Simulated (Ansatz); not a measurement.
# NiTe2 monolayer (1T): the cell at rest

Wanted: the relaxed cell of NiTe2 monolayer (1T).

Program: Ansatz 0.2.0. Level of theory: DFT PBEsol, scalar-relativistic, plane waves, PAW. Results are calculated unless marked as measured.

**1. Set-up**

The cell holds 3 atoms: 1 Ni and 2 Te. Cell: a = 3.680 Å, b = 3.680 Å, c = 20.000 Å, α = 90.0°, β = 90.0°, γ = 120.0°. Vacuum lies along c.

**2. A coarse first look**

First a cheap look: the gap decides the mesh and the occupations, the pressure tells how far the cell has to move.

The program solves this slab on a cell height of its own, 30.4 Å, in place of the one typed.

File input.yaml:

```yaml
crystal:
  lattice:
    - [3.68, 0.0, 0.0]
    - [-1.84, 3.18697, 0.0]
    - [0.0, 0.0, 20.0]
  atoms:
    - { symbol: Ni, position: [0.0, 0.0, 0.5] }
    - { symbol: Te, position: [0.333333, 0.666667, 0.5828] }
    - { symbol: Te, position: [0.666667, 0.333333, 0.4172] }
  periodic: [true, true, false]
kpoints:
  mp_grid: { grid: [6, 6, 1] }
hamiltonian:
  xc: pbesol
scf:
  occupations: { method: gaussian, width: 0.1 }
output:
  forces: true
  stress: true
  eigenvalues: true
```

Run with:

```sh
$ ansatz run input.yaml --threads 8 --pin off --max-ram 14336MiB --backend cpu --events-out ev --progress --plain --runs-dir out
```

Numbers of over 12 decimals in the logs are rounded to 6 here.

Log:

```text
[...]
k-point 1: bands = [... 21 lower, -6.4430, -5.8599, -5.1087, -4.2540, -4.1006, -3.0282, -0.3917 (-0.3927°), 0.0230, ... 1 higher]
  k-point 2: bands = [... 21 lower, -6.5403, -6.4225, -5.8391, -5.0793, -4.4200, -3.4080, -1.0085, 0.4247, ... 1 higher]
  k-point 6: bands = [... 21 lower, -7.2545, -6.2561, -5.9088, -5.9088, -4.5817, -4.5817, -1.0777, 1.0687, ... 1 higher]
  ° read free of the cell's end (the report's vacuum.weakly_bound_levels)
[key lines of the parts left out:]
SCF converged after 10 iterations
Free energy (F): -19607.867436 eV
Fermi energy:    -4.684824 eV
P = ½ c Tr σ = -5.3562 N/m
```

The job ended after 1.3 s (8 threads of Arm Neoverse V1, shared host; peak memory 0.77 GiB; 8 s of CPU time).

This run has no spin polarisation, although Ni can carry a moment.

This step gave:

| Quantity | Value |
| --- | --- |
| gap on the k-mesh | 0 eV |
| area per atom | 3.909 Å² |

The coarse mesh shows no gap.

**3. Coarse relaxation**

A rough relaxation comes first, because large forces or stress need no tight tolerances yet.

The program solves this slab on a cell height of its own, 30.4 Å, in place of the one typed.

Edit input.yaml of step 2 so:

```diff
@@ -20 +20,6 @@
   eigenvalues: true
+relax:
+  adjacent_minimum: "off"
+  f_tol: 0.05
+  max_steps: 80
+  cell: { stress_2d_tol: 0.02 }
```

Log:

```text
[...]
Crystal: 3 atoms, lattice volume = 356.814 Å³
Basis set: ecut = 420 eV, 6989 PW (Γ), exchange–correlation on 50×50×432 points (8 copies of the dense FFT grid, shifted against one another)
Bands: 30, of which v1, the nominal top of the filled ones, is band 25 counted from 1 (24 counted from 0)
Symmetry: 12 space group operations
[...]
F+E_penalty+E_count = -19608.30699556 eV   max|allowed force component| = 3.697e-4 eV/Å   (the final SCF, on the basis selected at the relaxed cell)
  cell:  # Å, volume = 341.2889 Å³
    - [3.599048, 0.0, 0]
    - [-1.799524, 3.116867, 0]
    - [0, 0, 30.424]
  atoms:
    - { symbol: Ni, position: [0, 0, 0.328688] }
    - { symbol: Te, position: [0.333333, 0.666667, 0.376755] }
    - { symbol: Te, position: [0.666667, 0.333333, 0.280621] }
[key lines of the parts left out:]
SCF converged after 10 iterations
Free energy (F): -19608.306996 eV
Fermi energy:    -4.488767 eV
P = ½ c Tr σ = 0.0019 N/m
```

Wall time 11 s (8 threads); peak memory 0.79 GiB.

Step by step:

```
step  energy less that of the first step (eV)  largest force component (eV/Å)  volume (Å³)
   1                                   0.0000                          1.5731       356.81
   2                                  -0.4256                          0.2403       350.58
   3                                  -0.4371                          0.1186       344.30
   4                                  -0.4395                          0.0316       343.37
   5                                  -0.4394                          0.0737       339.76
   6                                  -0.4402                          0.0005       341.61
   7                                  -0.4403                          0.0005       341.29
  8*                                  -0.4396                          0.0004       341.29
```

Relaxation steps marked * repeat the geometry before them on a plane-wave basis chosen anew for their cell, so energy and pressure can jump there. Relaxation step 5 was tried and not accepted.

The run keeps the 12 symmetry operations that it works with, so distortions that break them were not tested.

```
cell as run  before  after  change
      a (Å)   3.680  3.599  -2.2 %
      b (Å)   3.680  3.599  -2.2 %
```

The atoms that moved most (Å, along periodic axes as changes of fractional coordinates times the final cell, across vacuum about the mean position):

```
atom     dx     dy      dz  length
 Te3  0.000  0.000   0.194   0.194
 Te2  0.000  0.000  -0.194   0.194
```

The relaxed structure:

```
Ni Te
1.0
     3.59905    0.00000    0.00000
    -1.79952    3.11687    0.00000
     0.00000    0.00000   30.42400
Ni Te
1 2
Cartesian
  0.0000 0.0000 10.0000
  0.0000 2.0779 11.4624
  1.7995 1.0390 8.5376
```

Numbers from this step:

| Quantity | Value |
| --- | --- |
| area per atom | 3.739 Å² |

The relaxation ends with a largest force component of 3.7e-4 eV/Å.

**4. Bringing the structure to rest**

The cell and atoms are relaxed, since residual forces and stress would shift the frequencies.

File input.yaml:

```yaml
crystal:
  lattice:
    - [3.5990476702, 0.0, 0.0]
    - [-1.7995238351, 3.1168667118, 0.0]
    - [0.0, 0.0, 30.424]
  atoms:
    - { symbol: Ni, position: [0.0, 0.0, 0.328687878] }
    - { symbol: Te, position: [0.3333333333, 0.6666666667, 0.3767551131] }
    - { symbol: Te, position: [0.6666666667, 0.3333333333, 0.2806206429] }
  periodic: [true, true, false]
kpoints:
  mp_grid: { grid: [15, 15, 1] }
hamiltonian:
  xc: pbesol
scf:
  occupations: { method: gaussian, width: 0.1 }
output:
  forces: true
  stress: true
  eigenvalues: true
  write_density: true
  write_potential: true
  elf: true
  volumetric_format: npy
relax:
  adjacent_minimum: "off"
  f_tol: 0.005
  max_steps: 80
  cell: { stress_2d_tol: 0.02 }
```

Log:

```text
[...]
Crystal: 3 atoms, lattice volume = 341.289 Å³
Basis set: ecut = 420 eV, 6545 PW (Γ), exchange–correlation on 50×50×432 points (8 copies of the dense FFT grid, shifted against one another)
Bands: 30, of which v1, the nominal top of the filled ones, is band 25 counted from 1 (24 counted from 0)
Symmetry: 12 space group operations
[...]
k-points: 27 of 225
[...]
SCF iter   1: F=—  HF=-19608.390913 eV  |F-HF|=—  |Δ(HF+E_count)|=         —  Δρ=6.98e-3  dr2=1.18e-1  ethr=1.77e-3  ⟨swp⟩=15.4  Hψ=5669  notcnv=0
[...]
SCF iter  10: F=-19608.375111 eV  HF=-19608.375111 eV  |F-HF|=8.48e-10  |Δ(HF+E_count)|=   2.55e-8  Δρ=1.57e-7  dr2=6.45e-11  ethr=7.56e-12  ⟨swp⟩=10.9  Hψ=5562  notcnv=0
SCF 1 converged in 10 iterations: F = -19608.375111 eV  dr2 = 6.45e-11
[...]
relax step   1: F+E_penalty+E_count = -19608.37511053 eV  Δ(F+E_penalty+E_count) = +0.000e0 eV  max|allowed force component| = 1.869e-1 eV/Å  Δτ_max = 0.0000 Å  P = +0.311 N/m  Ω = 341.289 Å³  fix = [c, alpha, beta]  reactions: c +0.000 N/m  (10 SCF iters, dr2 threshold 1.00e-7 eV, accepted)
Crystal: 3 atoms, lattice volume = 347.937 Å³
Basis set: ecut = 420 eV, 6701 PW (Γ), exchange–correlation on 50×50×432 points (8 copies of the dense FFT grid, shifted against one another)
[...]
SCF iter  10: F=-19608.393333 eV  HF=-19608.393333 eV  |F-HF|=1.27e-10  |Δ(HF+E_count)|=   1.10e-8  Δρ=1.32e-7  dr2=4.80e-11  ethr=1.00e-12  ⟨swp⟩=9.4  Hψ=5264  notcnv=0
SCF 2 converged in 10 iterations: F = -19608.393333 eV  dr2 = 4.80e-11
relax step   2: F+E_penalty+E_count = -19608.39333328 eV  Δ(F+E_penalty+E_count) = -1.822e-2 eV  max|allowed force component| = 1.013e-2 eV/Å  Δτ_max = 0.0530 Å  P = +0.896 N/m  Ω = 347.937 Å³  energy of the carried Pulay correction = -2.989e-4 eV  fix = [c, alpha, beta]  reactions: c +0.000 N/m  (10 SCF iters, dr2 threshold 3.00e-7 eV, accepted)
Crystal: 3 atoms, lattice volume = 368.097 Å³
Basis set: ecut = 420 eV, 7265 PW (Γ), exchange–correlation on 50×50×432 points (8 copies of the dense FFT grid, shifted against one another)
[...]
SCF iter   8: F=-19608.377684 eV  HF=-19608.377684 eV  |F-HF|=9.90e-9  |Δ(HF+E_count)|=   6.04e-8  Δρ=8.19e-7  dr2=2.79e-9  ethr=5.53e-11  ⟨swp⟩=10.9  Hψ=6367  notcnv=0
SCF 3 converged in 8 iterations: F = -19608.377684 eV  dr2 = 2.79e-9
relax step   3: F+E_penalty+E_count = -19608.37768410 eV  Δ(F+E_penalty+E_count) = +1.565e-2 eV  max|allowed force component| = 3.402e-1 eV/Å  Δτ_max = 0.1056 Å  P = +0.655 N/m  Ω = 368.097 Å³  energy of the carried Pulay correction = -1.171e-3 eV  fix = [c, alpha, beta]  (8 SCF iters, dr2 threshold 3.00e-7 eV, rejected (line search))
[...]
relax step   4: F+E_penalty+E_count = -19608.40063772 eV  Δ(F+E_penalty+E_count) = -7.304e-3 eV  max|allowed force component| = 7.956e-2 eV/Å  Δτ_max = 0.0358 Å  P = +0.050 N/m  Ω = 357.720 Å³  energy of the carried Pulay correction = -7.284e-4 eV  fix = [c, alpha, beta]  reactions: c +0.000 N/m  (13 SCF iters, accepted)
[...]
relax step   5: F+E_penalty+E_count = -19608.40155619 eV  Δ(F+E_penalty+E_count) = -9.185e-4 eV  max|allowed force component| = 1.438e-2 eV/Å  Δτ_max = 0.0108 Å  P = +0.062 N/m  Ω = 356.104 Å³  energy of the carried Pulay correction = -6.582e-4 eV  fix = [c, alpha, beta]  reactions: c +0.000 N/m  (7 SCF iters, dr2 threshold 3.00e-7 eV, accepted)
[...]
relax step   6: F+E_penalty+E_count = -19608.40157456 eV  Δ(F+E_penalty+E_count) = -1.837e-5 eV  max|allowed force component| = 2.142e-4 eV/Å  Δτ_max = 0.0009 Å  P = +0.004 N/m  Ω = 356.312 Å³  energy of the carried Pulay correction = -6.673e-4 eV  fix = [c, alpha, beta]  reactions: c +0.000 N/m  (5 SCF iters, dr2 threshold 1.29e-8 eV, accepted)
[...]
SCF iter  10: F=-19608.402259 eV  HF=-19608.402259 eV  |F-HF|=4.73e-11  |Δ(HF+E_count)|=  6.66e-10  Δρ=5.22e-9  dr2=5.62e-14  ethr=1.00e-12  ⟨swp⟩=6.5  Hψ=3993  notcnv=0
SCF 7 converged in 10 iterations: F = -19608.402259 eV  dr2 = 5.62e-14
relax step   7: F+E_penalty+E_count = -19608.40225895 eV  Δ(F+E_penalty+E_count) = -6.844e-4 eV  max|allowed force component| = 4.964e-5 eV/Å  Δτ_max = 0.0000 Å  P = +0.005 N/m  Ω = 356.312 Å³  fix = [c, alpha, beta]  reactions: c +0.000 N/m  stress off target by 5.17e-3 N/m on what of the cell is left free  SCF on the basis re-selected at this cell (its energy is not comparable with the rows above)  (10 SCF iters)
basis re-selected at this cell: Δ(F+E_penalty+E_count) = -6.844e-4 eV, ΔP = +0.001 N/m vs the last step (what re-selecting the basis moved, of the pressure what is left beyond the Pulay correction that the steps carried, after the strain that the cell walked since its last selection, with what the two solves' SCF thresholds leave and, on support functions, any second-order correction that the steps lacked; it is no m [...]
SCF converged after 10 iterations
an eigenvalue changed by more than its tolerance at an iteration that met the thresholds in force, so the SCF went on 1 time: the last check found none over its tolerance
Free energy (F): -19608.402259 eV
[...]
Internal energy: -19608.393549 eV  (E = F + TS)
E sigma→0 (E₀):  -19608.397904 eV
Entropy (-TS):   -0.008710 eV (-2.903 meV/atom)
Fermi energy:    -4.533113 eV
[...]
--- Forces (eV/Å), atoms counted from 1 ---
  atom   1  Ni    -0.00000000     0.00000000     0.00000000
  atom   2  Te     0.00000000     0.00000000    -0.00004964
  atom   3  Te    -0.00000000     0.00000000     0.00004964
  max |Σ_I F_I| component: 3.34e-30 eV/Å
--- 2D stress c σ (N/m, compression-positive) ---
        0.005170      -0.000000      -0.000000
       -0.000000       0.005170      -0.000000
       -0.000000      -0.000000       0.000000
  P = ½ c Tr σ = 0.0052 N/m
--- Band table (eV; the first three rows and the last of 27) ---
  k-point 0: bands = [... 21 lower, -6.4140, -5.5340, -3.8369, -3.8369, -2.6396, -2.6396, -0.6598 (-0.6612°), -0.3443, ... 1 higher]
  k-point 1: bands = [... 21 lower, -6.4408, -5.4511, -4.2341, -3.9776, -2.9904, -2.6615, -0.5773 (-0.5789°), -0.2719, ... 1 higher]
  k-point 2: bands = [... 21 lower, -6.5333, -5.2732, -5.0130, -4.3350, -3.7097, -2.7282, -0.3685 (-0.3701°), -0.1065, ... 1 higher]
  k-point 26: bands = [... 21 lower, -7.5498, -6.8491, -6.2553, -6.2553, -4.2809, -4.2809, -0.2220, 1.8108, ... 1 higher]
  ° read free of the cell's end (the report's vacuum.weakly_bound_levels)
--- Relaxed structure (6 steps of the walk, 5 accepted, 1 SCFs on fresh bases) ---
[...]
cell:  # Å, volume = 356.3122 Å³
    - [3.677408, 0.0, 0]
    - [-1.838704, 3.184729, 0]
    - [0, 0, 30.424]
  atoms:
    - { symbol: Ni, position: [0, 0, 0.328687878] }
    - { symbol: Te, position: [0.333333, 0.666667, 0.374220] }
    - { symbol: Te, position: [0.666667, 0.333333, 0.283156] }
```

The job ended after 29 s (8 threads; peak memory 1.1 GiB; 3.6 min of CPU time).

The steps of the relaxation:

```
step  energy less that of the first step (eV)  largest force component (eV/Å)  volume (Å³)
   1                                   0.0000                          0.1869       341.29
   2                                  -0.0182                          0.0101       347.94
   3                                  -0.0026                          0.3402       368.10
   4                                  -0.0255                          0.0796       357.72
   5                                  -0.0264                          0.0144       356.10
   6                                  -0.0265                          0.0002       356.31
  7*                                  -0.0271                          0.0001       356.31
```

Relaxation steps marked * repeat the geometry before them on a plane-wave basis chosen anew for their cell, so energy and pressure can jump there. Relaxation step 3 was tried and not accepted.

The run keeps the 12 symmetry operations that it works with, so distortions that break them were not tested.

```
cell as run  before  after  change
      a (Å)   3.599  3.677  +2.2 %
      b (Å)   3.599  3.677  +2.2 %
```

The atoms that moved most (Å, along periodic axes as changes of fractional coordinates times the final cell, across vacuum about the mean position):

```
atom     dx     dy      dz  length
 Te3  0.000  0.000   0.077   0.077
 Te2  0.000  0.000  -0.077   0.077
```

The relaxed structure:

```cif
data_structure
_symmetry_space_group_name_H-M 'P 1'
_symmetry_Int_Tables_number 1
_cell_length_a 3.6774
_cell_length_b 3.6774
_cell_length_c 30.4240
_cell_angle_alpha 90.000
_cell_angle_beta 90.000
_cell_angle_gamma 120.000
_cell_volume 356.31
loop_
_atom_site_label
_atom_site_type_symbol
_atom_site_fract_x
_atom_site_fract_y
_atom_site_fract_z
_atom_site_occupancy
Ni1 Ni 0.00000 0.00000 0.32869 1
Te2 Te 0.33333 0.66667 0.37422 1
Te3 Te 0.66667 0.33333 0.28316 1
```

This step gave:

- area per atom: 3.904 Å²

Electrostatic potential energy in the ac plane at fractional y = 0.333, with atoms of Te within 0.2 Å of it. With pseudopotentials it is smooth inside the atoms' cores, unlike the true potential.

Ten even steps from '_' (-12 eV) to '@' (0 eV), each cell a mean:
```
@@@@@@@@@@@@@@@@@@@@@@@@@@@@
@@@@@@@@@@@@@@@@@@@@@@@@@@@@
@@@@@@@@@@@@@@@@@@@@@@@@@@@@
@@@@@@@@@@@@@@@@@@@@@@@@@@@@
@@@@@@@@@@@@@@@@@@@@@@@@@@@@
@@@@@@@@@@@@@@@@@@@@@@@@@@@@
@@@@@@@@@@@@@@@@@@@@@@@@@@@@
@@@@@@@@@@@@@@@@@@@@@@@@@@@@
@@@@@@@@@@@@@@@@@@@@@@@@@@@@
@@@@@@@@@@@@@@@@@@@@@@@@@@@@
@@@@@@@@@@@@@@@@@@@@@@@@@@@@
@@@@@@@@@@@@@@@@@@@@@@@@@@@@
@@@@@@@@@@@@@@@@@@@@@@@@@@@@
@@@@@@@@@@@@@@@@@@@@@@@@@@@@
==::::::--++##%%%%%%%%%%##**
==::....--++####%%%%%%%%##**
++++++++++--....------::..::
++##%%%%**::__::++++++--__..
@@@@@@@@@@@@%%%%######%%%%@@
@@@@@@@@@@@@@@@@@@@@@@@@@@@@
@@@@@@@@@@@@@@@@@@@@@@@@@@@@
@@@@@@@@@@@@@@@@@@@@@@@@@@@@
@@@@@@@@@@@@@@@@@@@@@@@@@@@@
@@@@@@@@@@@@@@@@@@@@@@@@@@@@
```
Columns run along a (3.7 Å; values clipped at the 3rd and 97th percentile), rows up along c (30.4 Å). Atoms in or near the plane, at fractional coordinates: Te at (0.67, 0.28).

ELF in the ac plane at fractional y = 0.333, with atoms of Te within 0.2 Å of it. It is the smooth field of the valence electrons, not physical close to the nuclei.

Ten even steps from '_' (0.00) to '@' (0.72), each cell a mean:
```
____________________________
____________________________
____________________________
____________________________
____________________________
____________________________
____________________________
____________________________
____________________________
____________________________
____________________________
____________________________
____________________________
--======--::..__________....
##%%%%%%%%**==::..____..--**
**********++==::......::--==
++------==****++==----++****
##==::--**%%##**==----++##%%
--..____::==##@@@@@@@@@@%%**
______________..........____
____________________________
____________________________
____________________________
____________________________
```
Columns run along a (3.7 Å), rows up along c (30.4 Å). Atoms in or near the plane, at fractional coordinates: Te at (0.67, 0.28).

[end of part 1 of 2]

[Logs are printed without paths, hosts, clocks, repeated set-up lines and the standing remarks that a program may print on its own settings, such as how far it seeks lower states.]

[Hosts, paths, dates, database ids (printed as entryN), source tags and the programs' standing remarks are cut or masked in the printed files.]
